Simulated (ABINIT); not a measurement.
Planning a run of ABINIT 10.8.3 on SiO2 (Quartz). The input:

```
acell 3*1.0 Angstrom
rprim 
  4.915799999986 0.000000000003 0.000000000000
  -2.457899999996 4.257207679910 0.000000000000
  0.000000000000 0.000000000000 5.409100000000
ntypat 2
znucl 14 8
natom 9
typat 1 1 1 2 2 2 2 2 2
xred 
  0.530300000000 0.000000000000 0.333333333333
  0.000000000000 0.530300000000 0.666666666667
  0.469700000000 0.469700000000 -0.000000000000
  0.146200000000 0.414200000000 0.881000000000
  0.585800000000 0.732000000000 0.214333333333
  0.268000000000 0.853800000000 0.547666666667
  0.414200000000 0.146200000000 0.119000000000
  0.732000000000 0.585800000000 0.785666666667
  0.853800000000 0.268000000000 0.452333333333
pp_dirpath "pseudos"
pseudos "Si.upf, O.upf"
ecut 36
ngkpt 3 3 2
nshiftk 1
shiftk 0 0 0
kptopt 1
chksymbreak 0
istwfk *1
occopt 1
irdwfk 1
optdriver 3
nband 216
ecuteps 5.7
inclvkb 2
awtr 1
symchi 1
irdqps 1
gwcalctyp 10
nqptdm 5
qptdm 
  0.3333333333 0.0000000000 0.0000000000
  0.3333333333 0.3333333333 0.0000000000
  0.0000000000 0.0000000000 0.5000000000
  0.3333333333 0.0000000000 0.5000000000
  0.3333333333 0.3333333333 0.5000000000
indata_prefix "in"
outdata_prefix "out"
tmpdata_prefix "tmp"
```

```sh
OMP_NUM_THREADS=1 mpirun -n 4 abinit run.abi > log; mrgscr < mrgscr.stdin
```

**Question.** Estimate wall time and host memory on 4 MPI ranks of Arm Neoverse V2, shared host.

It took 82 s; on shared hardware allow 41 s to 2.7 min. Peak host memory was 2.0 GiB.

[Paths, hosts, dates, memory and timing lines, banners, echoed tables and standing remarks are left out of the program output.]

[Logs are printed without paths, hosts, clocks, repeated set-up lines and the standing remarks that a program may print on its own settings, such as how far it seeks lower states.]

[Runs of the session that timed out or met a known fault of the program may be left out.]

[Hosts, paths, dates, database ids (printed as entryN), source tags and the programs' standing remarks are cut or masked in the printed files.]

[G0W0 gaps are taken among the corrected bands and points alone; a level outside them can change the order at an edge.]

[Where Ansatz stands beside ABINIT at settings called matched, ABINIT's density can come from a denser mesh and the files from another edition; pairs whose starting gaps differed by over 0.03 eV were left out, so agreement reads better than it is.]
